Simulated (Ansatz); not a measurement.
## Band gap of CsSnI3 (P4/mbm) from density functionals to GW

What gap does each level of theory give for CsSnI3 (P4/mbm), and in what time?

Program: Ansatz 0.2.0. Level of theory: density functionals, hybrids and G0W0, plane waves, PAW. Results are calculated unless marked as measured.

Most raw output is cut from this account.

In doubt: masses and optical values from hybrid runs of this build are listed as unsure (step 8), which bears on the screening that GW takes from such a start; the program warns that the response may not be converged on this k-mesh (in some of the runs), which bears on dielectric and field responses.

## (1) The starting structure

Symmetry: P4/mbm, No. 127, tetragonal system. The conventional cell has a = 8.718 Å, b = 8.718 Å, c = 6.191 Å, α = 90.00°, β = 90.00°, γ = 90.00°. Cs has 12 I at 4.15 to 4.60 Å nearest. Nearest to Sn lie 6 I at 3.10 Å. Nearest to I lie 2 Sn at 3.10 Å and 4 Cs at 4.36 Å. I has 2 Sn at 3.10 Å and 4 Cs at 4.15 to 4.60 Å nearest. Farther neighbours and most contacts between anions are not listed.

The cell and positions come from the Crystallography Open Database and are kept as given unless a step says otherwise. Spin-orbit coupling is left out unless a step names it. The default PAW set here is soft_2. Its files were made with PBE.

## (2) LDA on the 4×4×4 mesh

Levels along a band path and on the mesh show where this functional puts the band edges.

This step: DFT, LDA, plane waves, PAW.

Input file input.yaml:

```yaml
crystal:
  lattice:
    - [8.7182, 0.0, 0.0]
    - [0.0, 8.7182, 0.0]
    - [0.0, 0.0, 6.1908]
  atoms:
    - { symbol: Cs, position: [0.5, 0.0, 0.0] }
    - { symbol: Cs, position: [0.0, 0.5, 0.0] }
    - { symbol: Sn, position: [0.0, 0.0, 0.5] }
    - { symbol: Sn, position: [0.5, 0.5, 0.5] }
    - { symbol: I, position: [0.0, 0.0, 0.0] }
    - { symbol: I, position: [0.5, 0.5, 0.0] }
    - { symbol: I, position: [0.7763, 0.2763, 0.5] }
    - { symbol: I, position: [0.7237, 0.7763, 0.5] }
    - { symbol: I, position: [0.2237, 0.7237, 0.5] }
    - { symbol: I, position: [0.2763, 0.2237, 0.5] }
kpoints:
  mp_grid: { grid: [4, 4, 4] }
  band_path:
    path:
      - [[0.0, 0.0, 0.0], [0.0, 0.5, 0.0], [0.5, 0.5, 0.0], [0.0, 0.0, 0.0], [0.0, 0.0, 0.5], [0.0, 0.5, 0.5], [0.5, 0.5, 0.5], [0.0, 0.0, 0.5]]
      - [[0.0, 0.5, 0.0], [0.0, 0.5, 0.5]]
      - [[0.5, 0.5, 0.0], [0.5, 0.5, 0.5]]
    npoints: 10
hamiltonian:
  xc: lda
scf:
  occupations: { method: fermi_dirac, width: 0.02 }
  n_extra_bands: 7
output:
  eigenvalues: true
  forces: true
  stress: true
  write_density: true
  write_potential: true
  elf: true
  volumetric_format: npy
```

Command:

```bash
ansatz run input.yaml --threads 3 --pin off --max-ram 92160MiB --backend cuda --events-out ev --progress --plain --runs-dir out --devices 1 --max-vram 13GiB
```

Run time: 19 s. Hardware: 1 × NVIDIA H100 80GB HBM3 (shared by 6 runs) with 3 threads of AMD EPYC 7R13 (Zen 3), shared host; peak memory 1.3 GiB.

This step gave:

```yaml
pressure: -1.258 GPa
filled_bands: 74
gap: 0.2979 eV
valence_top_at: Z
conduction_bottom_at: Z
least_direct_gap: 0.2979 eV
```

Over mesh and path the gap is 0.298 eV, direct, at k = (0.000, 0.000, 0.500).

## (3) LDA+SOC on the 4×4×4 mesh

This run has two-component orbitals with spin-orbit coupling.

This step: DFT, LDA with spin-orbit coupling, plane waves, PAW.

input.yaml, the sections that differ from step 2:

```yaml
kpoints:
  mp_grid: { grid: [4, 4, 4] }
  band_path:
    path:
      - [0.0, 0.0, 0.0]
      - [0.0, 0.5, 0.0]
      - [0.5, 0.5, 0.0]
      - [0.0, 0.0, 0.5]
      - [0.0, 0.5, 0.5]
      - [0.5, 0.5, 0.5]
    npoints: 1
scf:
  occupations: { method: fermi_dirac, width: 0.02 }
  n_extra_bands: 14
magnetization:
  noncollinear: true
  spin_orbit: true
output:
  eigenvalues: true
  forces: true
  stress: true
# crystal, hamiltonian: as in step 2
```

Wall time 14 s (1 × NVIDIA H100 80GB HBM3 (shared by 6 runs) with 3 threads); peak memory 1.4 GiB.

Numbers from this step:

```
pressure             : -1.264 GPa
gap                  : 0.07618 eV
valence top at       : Z
conduction bottom at : Z
least direct gap     : 0.07618 eV
```

Over mesh and listed points the gap is 0.076 eV, direct, at k = (0.000, 0.000, 0.500). A gap this narrow can be one between bands that have crossed; their order was not checked. It is no wider than five times the smearing of 0.02 eV. LDA+SOC against LDA: 0.076 − 0.298 = −0.222 eV, with the same mesh, set of files (read in its fully relativistic form for the spin-orbit run) and cutoff, and both edges at the same k points. The spin-orbit run sees mesh and listed points alone, so its gap is an upper bound: the coupling can move an edge off these points, and the change over the zone, its sign included where it is small, is not known. The order of the bands was not checked, so with a gap cut this far they may have crossed.

## (4) r2SCAN on the 4×4×4 mesh

r2SCAN is a meta-GGA: it depends on the kinetic-energy density as well as on the density and its gradient.

This step: DFT, r2SCAN, plane waves, PAW.

input.yaml: that of step 3 with these lines changed.

```diff
@@ -28,9 +28,6 @@
 hamiltonian:
-  xc: lda
+  xc: r2scan
 scf:
-  occupations: { method: fermi_dirac, width: 0.02 }
-  n_extra_bands: 14
-magnetization:
-  noncollinear: true
-  spin_orbit: true
+  occupations: { method: fixed }
+  n_extra_bands: 7
 output:
```

The job ended after 12 s (1 × NVIDIA H100 80GB HBM3 (shared by 6 runs) with 3 threads; peak memory 1.6 GiB; 23 s of CPU time).

Numbers from this step:

| Item | Value |
| --- | --- |
| pressure | 0.4221 GPa |
| gap | 0.4305 eV |
| valence top at | Z |
| conduction bottom at | Z |
| least direct gap | 0.4305 eV |

Over mesh and listed points the gap is 0.430 eV, direct, at k = (0.000, 0.000, 0.500). r2SCAN against LDA: 0.430 − 0.298 = +0.132 eV. The runs also differ in plane-wave cutoff (420 eV and 500 eV) and occupations, so how much of this comes from the functional alone is not known.

## (5) HSE06 on the 2×2×2 mesh

HSE06 mixes in a quarter of exact exchange at short range.

This step: DFT, HSE06, plane waves, PAW.

input.yaml: that of step 4 with these lines changed.

```diff
@@ -17,3 +17,3 @@
 kpoints:
-  mp_grid: { grid: [4, 4, 4] }
+  mp_grid: { grid: [2, 2, 2] }
   band_path:
@@ -28,3 +28,3 @@
 hamiltonian:
-  xc: r2scan
+  xc: hse06
 scf:
@@ -34,3 +34 @@
   eigenvalues: true
-  forces: true
-  stress: true
```

The job ended after 37 s (1 × NVIDIA H100 80GB HBM3 (shared by 6 runs) with 3 threads; peak memory 1.6 GiB; 62 s of CPU time).

Numbers from this step:

* gap: 0.7113 eV
* valence top at: Z
* conduction bottom at: Z
* least direct gap: 0.7113 eV
* exact-exchange fraction: 0.25

Over mesh and listed points the gap is 0.711 eV, direct, at k = (0.000, 0.000, 0.500). HSE06 against r2SCAN: 0.711 − 0.430 = +0.281 eV. The runs also differ in mesh (4×4×4 and 2×2×2) and plane-wave cutoff (500 eV and 420 eV), so how much of this comes from the functional alone is not known.

## (6) PBE0 on the 2×2×2 mesh

PBE0 mixes in a quarter of exact exchange at all distances.

This step: DFT, PBE0, plane waves, PAW.

input.yaml: that of step 5 with these lines changed.

```diff
@@ -28,3 +28,3 @@
 hamiltonian:
-  xc: hse06
+  xc: pbe0
 scf:
```

Wall time 37 s (1 × NVIDIA H100 80GB HBM3 (shared by 6 runs) with 3 threads); peak memory 1.6 GiB; 65 s of CPU time.

This step gave:

```yaml
gap: 1.319 eV
valence_top_at: Z
conduction_bottom_at: Z
least_direct_gap: 1.319 eV
exact_exchange_fraction: 0.25
```

Over mesh and listed points the gap is 1.319 eV, direct, at k = (0.000, 0.000, 0.500). PBE0 against HSE06: 1.319 − 0.711 = +0.608 eV, with the same mesh, files and cutoff, and both edges at the same k points.

## (7) G0W0@LDA, 2×2×2 mesh, 1068 empty bands, screening to 100 eV

G0W0 replaces the xc potential by a self-energy built once from the orbitals of the start. Levels are corrected in the window of bands that the input names, at points of the mesh.

This step: G0W0 on LDA, plane waves, PAW.

input.yaml: that of step 6 with these lines changed.

```diff
@@ -18,17 +18,11 @@
   mp_grid: { grid: [2, 2, 2] }
-  band_path:
-    path:
-      - [0.0, 0.0, 0.0]
-      - [0.0, 0.5, 0.0]
-      - [0.5, 0.5, 0.0]
-      - [0.0, 0.0, 0.5]
-      - [0.0, 0.5, 0.5]
-      - [0.5, 0.5, 0.5]
-    npoints: 1
 hamiltonian:
-  xc: pbe0
+  xc: lda
 scf:
   occupations: { method: fixed }
-  n_extra_bands: 7
-output:
-  eigenvalues: true
+gw:
+  n_empty_bands: 1068
+  ecut_chi: 100.0
+  qp_bands: [v3, c3]
+  qp_kpoints: band_edges
+  screening: { model: contour_deformation }
```

The job ended after 55 s (1 × NVIDIA H100 80GB HBM3 (shared by 6 runs) with 3 threads; peak memory 4 GiB; 92 s of CPU time).

Numbers from this step:

* bands summed: 1142
* RPA ε∞ on this mesh (eigenvalues): 213.2, 213.2, 379.2
* plane waves in the screening matrix: 1051
* G0W0 gap over the corrected points: 0.6847 eV
* k of the valence top: 0, 0, -0.5
* k of the conduction bottom: 0, 0, -0.5
* starting gap on the mesh: 0.2614 eV
* Z at the valence top: 0.7356
* Z at the conduction bottom: 0.7419
* least direct G0W0 gap over the corrected points: 0.6847 eV

Over all 6 irreducible mesh points the G0W0 gap is 0.685 eV, direct, at k = (0.000, 0.000, -0.500). The LDA gap of this run on the mesh is 0.261 eV. Other states bound it: the two that bound the G0W0 gap lie 0.302 eV apart in LDA, so state for state the correction is 0.685 − 0.302 = +0.383 eV, while gap against gap it is 0.685 − 0.261 = +0.424 eV.

## (8) G0W0@HSE06, 2×2×2 mesh, 1068 empty bands, screening to 100 eV

This step: G0W0 on HSE06, plane waves, PAW.

input.yaml: that of step 7 with these lines changed.

```diff
@@ -19,3 +19,3 @@
 hamiltonian:
-  xc: lda
+  xc: hse06
 scf:
```

The job ended after 2.7 min (1 × NVIDIA H100 80GB HBM3 (shared by 6 runs) with 3 threads; peak memory 4.2 GiB).

This step gave:

- bands summed: 1142
- RPA ε∞ on this mesh (eigenvalues): 29.33, 29.33, 31.54
- plane waves in the screening matrix: 1051
- G0W0 gap over the corrected points: 0.8972 eV
- k of the valence top: 0, 0, -0.5
- k of the conduction bottom: 0, 0, -0.5
- starting gap on the mesh: 0.7113 eV
- Z at the valence top: 0.7494
- Z at the conduction bottom: 0.7524
- least direct G0W0 gap over the corrected points: 0.8972 eV

Over all 6 irreducible mesh points the G0W0 gap is 0.897 eV, direct, at k = (0.000, 0.000, -0.500). The HSE06 gap of this run on the mesh is 0.711 eV. The two states that bound the G0W0 gap lie that far apart at the start, so the correction of the gap is 0.897 − 0.711 = +0.186 eV. G0W0@HSE06 against G0W0@LDA with 1142 bands: 0.897 − 0.685 = +0.212 eV, with the same mesh, files and cutoffs, and both edges at the same k points. The program's warnings for this run: coarse exchange mesh.

## (9) G0W0@r2SCAN, 2×2×2 mesh, 1068 empty bands, screening to 100 eV

This step: G0W0 on r2SCAN, plane waves, PAW.

input.yaml: that of step 8 with these lines changed.

```diff
@@ -19,3 +19,3 @@
 hamiltonian:
-  xc: hse06
+  xc: r2scan
 scf:
```

It took 74 s on 1 × NVIDIA H100 80GB HBM3 (shared by 6 runs) with 3 threads; peak memory 5 GiB.

Numbers from this step:

```
bands summed                                    : 1142
RPA ε∞ on this mesh (eigenvalues)               : 80.81, 80.81, 84.68
plane waves in the screening matrix             : 1051
G0W0 gap over the corrected points              : 0.8022 eV
k of the valence top                            : 0, 0, -0.5
k of the conduction bottom                      : 0, 0, -0.5
starting gap on the mesh                        : 0.4540 eV
Z at the valence top                            : 0.7391
Z at the conduction bottom                      : 0.7426
least direct G0W0 gap over the corrected points : 0.8022 eV
```

Over all 6 irreducible mesh points the G0W0 gap is 0.802 eV, direct, at k = (0.000, 0.000, -0.500). The r2SCAN gap of this run on the mesh is 0.454 eV. The two states that bound the G0W0 gap lie that far apart at the start, so the correction of the gap is 0.802 − 0.454 = +0.348 eV. G0W0@r2SCAN against G0W0@HSE06 with 1142 bands: 0.802 − 0.897 = −0.095 eV. The runs also differ in plane-wave cutoff (420 eV and 500 eV), so how much of this comes from the start alone is not known. The program's warnings for this run: eigensolver not converged. The program marks 2 of the 36 corrected levels as in doubt (Σc rises), neither edge state among them.

## (10) All levels together

Each gap is the least one over the points named; times are wall times on shared hosts, not benchmarks. A G0W0 time includes the run's own self-consistent start. Runs with listed points see these and the mesh alone, so an edge that moves elsewhere is missed. Rows marked * are further runs, not shown as steps, whose inputs differ from the G0W0 step on the same start in the columns given; solver thresholds can differ too. Rows marked ? have an edge level that the program doubts. Symmetry makes (0.000, 0.000, 0.500) and (0.000, 0.000, -0.500) one point.

```csv
level,mesh,"files, cutoff","bands summed, screening",points,gap (eV),valence top,conduction bottom,least direct gap (eV),time
LDA,4×4×4,"soft_2 PAW, 420 eV",-,mesh and path,0.298,"(0.000, 0.000, 0.500)","(0.000, 0.000, 0.500)",0.298,19 s
LDA+SOC,4×4×4,"soft_2 PAW, 420 eV",-,mesh and listed points,0.076,"(0.000, 0.000, 0.500)","(0.000, 0.000, 0.500)",0.076,14 s
r2SCAN,4×4×4,"soft_2 PAW, 500 eV",-,mesh and listed points,0.430,"(0.000, 0.000, 0.500)","(0.000, 0.000, 0.500)",0.430,12 s
HSE06,2×2×2,"soft_2 PAW, 420 eV",-,mesh and listed points,0.711,"(0.000, 0.000, 0.500)","(0.000, 0.000, 0.500)",0.711,37 s
PBE0,2×2×2,"soft_2 PAW, 420 eV",-,mesh and listed points,1.319,"(0.000, 0.000, 0.500)","(0.000, 0.000, 0.500)",1.319,37 s
G0W0@LDA*?,2×2×2,"soft_2 PAW, 420 eV","249, 30 eV",all 6 irreducible mesh points,0.297,"(0.000, 0.000, -0.500)","(0.000, 0.000, -0.500)",0.297,16 s
G0W0@LDA*,2×2×2,"soft_2 PAW, 420 eV","570, 60 eV",all 6 irreducible mesh points,0.534,"(0.000, 0.000, -0.500)","(0.000, 0.000, -0.500)",0.534,34 s
G0W0@LDA,2×2×2,"soft_2 PAW, 420 eV","1142, 100 eV",all 6 irreducible mesh points,0.685,"(0.000, 0.000, -0.500)","(0.000, 0.000, -0.500)",0.685,55 s
G0W0@HSE06,2×2×2,"soft_2 PAW, 420 eV","1142, 100 eV",all 6 irreducible mesh points,0.897,"(0.000, 0.000, -0.500)","(0.000, 0.000, -0.500)",0.897,2.7 min
G0W0@r2SCAN,2×2×2,"soft_2 PAW, 500 eV","1142, 100 eV",all 6 irreducible mesh points,0.802,"(0.000, 0.000, -0.500)","(0.000, 0.000, -0.500)",0.802,74 s
```

## (11) Outcome

- LDA, over mesh and path: 0.298 eV
- LDA+SOC, over mesh and listed points: 0.076 eV
- r2SCAN, over mesh and listed points: 0.430 eV
- HSE06, over mesh and listed points: 0.711 eV
- PBE0, over mesh and listed points: 1.319 eV
- G0W0@LDA (1142 bands, 2×2×2), over all 6 irreducible mesh points: 0.685 eV
- G0W0@HSE06, over all 6 irreducible mesh points: 0.897 eV
- G0W0@r2SCAN, over all 6 irreducible mesh points: 0.802 eV
- known limits: finite bands, screening cutoff and k mesh; no spin-orbit coupling in G0W0; band order with spin-orbit coupling not checked; large ε∞ on the G0W0 mesh; screening cutoff under 40 eV in some runs

What this shows: The rows run from 0.076 eV (LDA+SOC) to 1.319 eV (PBE0). They differ in mesh, plane-wave cutoff, bands and screening cutoff of G0W0 and the points over which the gap was sought as well as in level, so only pairs that share these are like for like. LDA+SOC against LDA: 0.076 − 0.298 = −0.222 eV, with the same mesh, set of files (read in its fully relativistic form for the spin-orbit run) and cutoff, and both edges at the same k points. The spin-orbit run sees mesh and listed points alone, so its gap is an upper bound: the coupling can move an edge off these points, and the change over the zone, its sign included where it is small, is not known. The order of the bands was not checked, so with a gap cut this far they may have crossed. PBE0 against HSE06: 1.319 − 0.711 = +0.608 eV, with the same mesh, files and cutoff, and both edges at the same k points. G0W0@HSE06 against G0W0@LDA with 1142 bands: 0.897 − 0.685 = +0.212 eV, with the same mesh, files and cutoffs, and both edges at the same k points. G0W0@LDA (1142 bands, 2×2×2) moves the gap of its own start on the mesh by 0.685 − 0.261 = +0.424 eV, with other states at the edges (they lie 0.302 eV apart at the start). Both edges that LDA shows over mesh and path lie at k points where levels were corrected. Levels at other points were not corrected, so a lower G0W0 gap elsewhere in the zone is not ruled out. G0W0@HSE06 moves the gap of its own start on the mesh by 0.897 − 0.711 = +0.186 eV, between the same two levels. Both edges that HSE06 shows over mesh and listed points lie at k points where levels were corrected. Levels at other points were not corrected, so a lower G0W0 gap elsewhere in the zone is not ruled out. G0W0@r2SCAN moves the gap of its own start on the mesh by 0.802 − 0.454 = +0.348 eV, between the same two levels. Both edges that r2SCAN shows over mesh and listed points lie at k points where levels were corrected. Levels at other points were not corrected, so a lower G0W0 gap elsewhere in the zone is not ruled out. What spin-orbit coupling does to the G0W0 levels was not computed, so no sum with the G0W0 gap is formed. For G0W0@LDA: from 249 bands and 30 eV to 1142 bands and 100 eV the gap moves by 0.685 − 0.297 = +0.388 eV (rung by rung 0.297, 0.534, 0.685 eV); bands and screening cutoff rise together, so their parts are not told apart. The states that bound the gap change along the series, so no limit is drawn and it is not known. The other G0W0 rows are shown at one basis each (1142 bands), so their distance from the limit is not known here. For G0W0@HSE06: the program's warnings for this run: coarse exchange mesh. For G0W0@r2SCAN: the program's warnings for this run: eigensolver not converged. The program marks 2 of the 36 corrected levels as in doubt (Σc rises), neither edge state among them. The G0W0 runs are scalar-relativistic. With heavy atoms and a narrow start gap, spin-orbit coupling can change the order of the bands at the edges; the order was not checked, and the scalar-relativistic G0W0 gap may be a model value. The largest eigenvalue of the RPA ε∞ is large: 379 in G0W0@LDA (2×2×2, 1142 bands), 32 in G0W0@HSE06 (2×2×2, 1142 bands), 85 in G0W0@r2SCAN (2×2×2, 1142 bands), 396 in G0W0@LDA (2×2×2, 249 bands) and 380 in G0W0@LDA (2×2×2, 570 bands). A perturbation-theory run of this series on LDA, not shown as a step (4×4×4 (response on 640 points) mesh, soft_2 PAW), gives 8.3 and 9.0 (stated error 9.4), so a mesh with so large a value overstates the long-range screening, which bears on the G0W0 gap by an amount not known here. No pair of G0W0 runs that differ in the mesh alone is shown (2×2×2 is a supercell whose nearest images lie 12 Å apart), so the error from the mesh is not known here. G0W0@LDA runs of this series with other atomic data on the same mesh, not shown as steps, give 0.728 eV (hard PAW, 640 eV, 1665 bands, screening to 130 eV); where bands and cutoffs differ too, the part of the files is not isolated. A screening cutoff under 40 eV is crude: G0W0@LDA with 249 bands at 30 eV.

[Paths, hosts, dates, memory and timing lines, banners, echoed tables and standing remarks are left out of the program output.]

[Logs are printed without paths, hosts, clocks, repeated set-up lines and the standing remarks that a program may print on its own settings, such as how far it seeks lower states.]

[Runs of the session that timed out or met a known fault of the program may be left out.]

[Cells called generated may have been cut or substituted from an entry of the Crystallography Open Database or the Materials Project.]

[Hosts, paths, dates, database ids (printed as entryN), source tags and the programs' standing remarks are cut or masked in the printed files.]

[Where an RPA ε∞ is given, it is that of the G0W0 mesh and is not shown converged in it. Names of k-points follow the symmetry that the program found, which can be lower than the space group named. Band edges on a path are those of the sampled points; other points can move an edge, and change direct to indirect where valleys lie close.]

[Hybrid gaps are those of their k-mesh and are not shown converged in it.]
